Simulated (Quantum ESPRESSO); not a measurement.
# MgO (Periclase): third-order response, part 3 of 3

Aim: Raman and infrared lines of MgO (Periclase).

Quantum ESPRESSO 8.0 development, patched; DFT LDA, scalar-relativistic, plane waves, PseudoDojo norm-conserving pseudopotentials.

So far. Step 5 (Zone-centre response): The acoustic modes at Γ come out as far as 3.0 cm⁻¹ from zero, where they should vanish, a small numerical error; the Born charges miss their sum rule by 1.0e-5 e, which is good. Step 6 (Zone-centre analysis): The rule moves no optical mode by more than 0.1 cm⁻¹. The relaxed cell has a = 4.160 Å (conventional setting).

The database entry behind the starting cell differs from later determinations by our own check (about 0.1 % long), so it need not match the best structure at ambient conditions.

## 7. Sum rules set otherwise (asr crystal)

The rule can be imposed in more than one way; the choices should agree where the raw error is small.

File dynmat.in:

```
&input
   fildyn = 'g.dyn'
   asr = 'crystal'
   fileig = 'dynmat.eig'
   lperm = .true.
/
```

On the command line:

```console
$ dynmat.x -in dynmat.in > dynmat.out
```

The program printed:

```text
[banner, memory and clock lines left out]
Program DYNMAT v.8.0dev

     Reading Dynamical Matrix from file g.dyn
     ...Force constants read
     ...epsilon and Z* read
     ...Raman cross sections read
     Acoustic Sum Rule: || Z*(ASR) - Z*(orig)|| =    1.519976E-05
     Acoustic Sum Rule: ||dyn(ASR) - dyn(orig)||=    3.562217E-05
     A direction for q was not specified:TO-LO splitting will be absent

     Polarizability (A^3 units)
     multiply by 0.580013 for Clausius-Mossotti correction (not under assume_isolated = 'mt')
         3.111942    0.000000   -0.000000
         0.000000    3.111942    0.000000
        -0.000000    0.000000    3.111942

     IR activities are in (D/A)^2/amu units

# mode   [cm-1]    [THz]      IR
    1     -0.00   -0.0000    0.0000
    2     -0.00   -0.0000    0.0000
    3     -0.00   -0.0000    0.0000
    4    409.17   12.2667    9.2971
    5    409.17   12.2667    9.2971
    6    409.17   12.2667    9.2971

Electronic dielectric permittivity tensor (relative, adimensional)
         3.172299    0.000000   -0.000000
         0.000000    3.172299    0.000000
        -0.000000    0.000000    3.172299

 ... with zone-center polar mode contributions
         9.751329    0.000000    0.000000
         0.000000    9.751329    0.000000
         0.000000    0.000000    9.751329
```

The job ended after 0.66 s (1 thread of Intel Xeon at 2.70GHz, shared host).

This step gave:

| Property | Result |
| --- | --- |
| mean static dielectric constant | 9.751 |

Zone-centre frequencies as printed; negative means imaginary. Modes:

```
mode  frequency (cm⁻¹)
   1                 0
   2                 0
   3                 0
   4             409.2
   5             409.2
   6             409.2
```

Against the first rule no mode moves by more than 0.1 cm⁻¹.

## 8. Sum rules set otherwise (asr no)

Without the rule the raw error of the acoustic modes shows.

File dynmat.in:

```
&input
   fildyn = 'g.dyn'
   asr = 'no'
   fileig = 'dynmat.eig'
   lperm = .true.
/
```

On the command line:

```console
$ dynmat.x -in dynmat.in > dynmat.out
```

The program printed:

```text
[banner, memory and clock lines left out]
Program DYNMAT v.8.0dev

     Reading Dynamical Matrix from file g.dyn
     ...Force constants read
     ...epsilon and Z* read
     ...Raman cross sections read
     A direction for q was not specified:TO-LO splitting will be absent

     Polarizability (A^3 units)
     multiply by 0.580013 for Clausius-Mossotti correction (not under assume_isolated = 'mt')
         3.111942    0.000000   -0.000000
         0.000000    3.111942    0.000000
        -0.000000    0.000000    3.111942

     IR activities are in (D/A)^2/amu units

# mode   [cm-1]    [THz]      IR
    1      3.03    0.0909    0.0000
    2      3.03    0.0909    0.0000
    3      3.03    0.0909    0.0000
    4    409.17   12.2666    9.2971
    5    409.17   12.2666    9.2971
    6    409.17   12.2666    9.2971

Electronic dielectric permittivity tensor (relative, adimensional)
         3.172299    0.000000   -0.000000
         0.000000    3.172299    0.000000
        -0.000000    0.000000    3.172299

 ... with zone-center polar mode contributions
         9.751440    0.000000    0.000000
         0.000000    9.751440    0.000000
         0.000000    0.000000    9.751440
```

The job ended after 0.68 s (1 thread).

Zone-centre frequencies as printed; negative means imaginary. Modes:

```
mode  frequency (cm⁻¹)
   1              3.03
   2              3.03
   3              3.03
   4             409.2
   5             409.2
   6             409.2
```

Against the first rule no mode moves by more than 3.1 cm⁻¹.

## 9. Modes along a direction of q (1 0 0)

A longitudinal polar mode sets up a macroscopic field that stiffens it; the term hangs on the direction from which q goes to zero.

File dynmat.in:

```
&input
   fildyn = 'g.dyn'
   asr = 'simple'
   fileig = 'dynmat.eig'
   q(1) = 1.0
   q(2) = 0.0
   q(3) = 0.0
/
```

On the command line:

```console
$ dynmat.x -in dynmat.in > dynmat.out
```

The program printed:

```text
[banner, memory and clock lines left out]
Program DYNMAT v.8.0dev

     Reading Dynamical Matrix from file g.dyn
     ...Force constants read
     ...epsilon and Z* read
     ...Raman cross sections read

     Polarizability (A^3 units)
     multiply by 0.580013 for Clausius-Mossotti correction (not under assume_isolated = 'mt')
         3.111942    0.000000   -0.000000
         0.000000    3.111942    0.000000
        -0.000000    0.000000    3.111942

     IR activities are in (D/A)^2/amu units

# mode   [cm-1]    [THz]      IR
    1     -0.00   -0.0000    0.0000
    2     -0.00   -0.0000    0.0000
    3      0.00    0.0000    0.0000
    4    409.16   12.2664    9.2971
    5    409.16   12.2664    9.2971
    6    717.38   21.5065    9.2971
```

Run time: 0.69 s. Hardware: 1 thread.

Numbers from this step:

```
highest mode moved by the LO-TO term : 717.4 cm⁻¹
```

Zone-centre frequencies as printed; negative means imaginary. Modes:

```
mode  frequency (cm⁻¹)
   1                 0
   2                 0
   3                 0
   4             409.2
   5             409.2
   6             717.4
```

The field moves one mode, from 409 to 717 cm⁻¹; the others stay.

## 10. What came out

```
space group after relaxation                                           : Fm-3m
volume per atom                                                        : 9.00 Å³
gap on the k-mesh                                                      : 5.06 eV
highest optical zone-centre mode (no LO-TO term)                       : 409.2 cm⁻¹
highest mode moved by the LO-TO term                                   : 717.4 cm⁻¹
mean high-frequency dielectric constant                                : 3.17
largest Born charge in size (third of the trace)                       : 1.97 e
mean static dielectric constant                                        : 9.75
imaginary optical modes at the zone centre (no q mesh in this session) : none
```

**Reading.** No mode is Raman active in this structure; the strongest infrared line lies at 409 cm⁻¹. At the LDA level the optical modes of MgO (Periclase) at the zone centre (no LO-TO term) lie at 409 cm⁻¹. Along the directions run, the highest mode that the macroscopic field moves lies at 717 cm⁻¹. Lattice motion raises the mean dielectric constant from 3.172 to 9.752. The Born charge of Mg is 1.972 e against a formal charge of +2, close to the ionic value. The Lyddane-Sachs-Teller relation holds: (ωLO/ωTO)² is 3.07 and ε₀/ε∞ is 3.07. These are harmonic frequencies at zero temperature: anharmonic shifts and linewidths and thermal expansion are left out. The build is a development version in which the Raman tensors of release 7.5 are mended; dynmat.x leaves out the electro-optic term of LO lines.

Computed beside measured:

| quantity | measured | LDA PseudoDojo norm-conserving, Quantum ESPRESSO |
| --- | --- | --- |
| lattice constant a (Å) | 4.2118 | 4.160 (-1.2 %) |
| ε∞ (mean of the tensor) | 2.95 | 3.17 (+7.5 %) |
| infrared mode, TO phonon at Gamma (T1u) (cm⁻¹) | 396.5 | 409 (+3.2 %) |

Measured values from arxiv:1807.05012 (2018) and arxiv:0704.2267 (2007).

**Verdict.** The lattice constant a is off by -1.2 %: fair agreement. The ε∞ is off by +7.5 %: fair agreement. The infrared mode is off by +3.2 %: fair agreement. The grades are ours: good and fair within 0.7 and 1.5 % for the lattice constant a, 7 and 18 % for the ε∞ and 3 and 7 % for the infrared mode. For lattice constants and infrared mode the calculation has a static lattice, without zero-point motion or thermal expansion (measured at up to 300 K).

[Host names and launcher messages were left out of these logs when they were recorded.]

[Logs are printed without paths, hosts, clocks, repeated set-up lines and the standing remarks that a program may print on its own settings, such as how far it seeks lower states.]

[Hosts, paths, dates, database ids (printed as entryN), source tags and the programs' standing remarks are cut or masked in the printed files.]
